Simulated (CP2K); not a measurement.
The N K edge of ammonia monohydrate was computed by TDDFT (CP2K XAS_TDP, aug-cc-pVTZ, TDA) at these levels: PBE, PBEh(45%) and PBEh(45%) + GW2X. The first three lines of N1 (bonded to 3 H, takes 1 H bond) with a strength over 0.0015, energy in eV and strength:

| run | first | second | third |
| --- | --- | --- | --- |
| 1 | 401.74 (0.007) | 403.07 (0.028) | 403.14 (0.028) |
| 2 | 397.12 (0.007) | 398.45 (0.028) | 398.52 (0.029) |
| 3 | 380.96 (0.003) | 381.31 (0.004) | 381.32 (0.004) |

Question: Which run is which?

Run 1: PBEh(45%) + GW2X (45 % exact exchange). Run 2: PBEh(45%) (45 % exact exchange). Run 3: PBE (0 % exact exchange). Self-interaction lifts the core level, so the uncorrected lines rise with the share of exact exchange. The GW2X run keeps the spacings of its parent: 1.33 eV between the first two lines in run 1, 1.33 eV in run 2. Its shift is +4.62 eV, since the Kohn–Sham level at this share of exchange lies that far above the quasiparticle level.

[Hosts, paths, dates, database ids (printed as entryN), source tags and the programs' standing remarks are cut or masked in the printed files.]
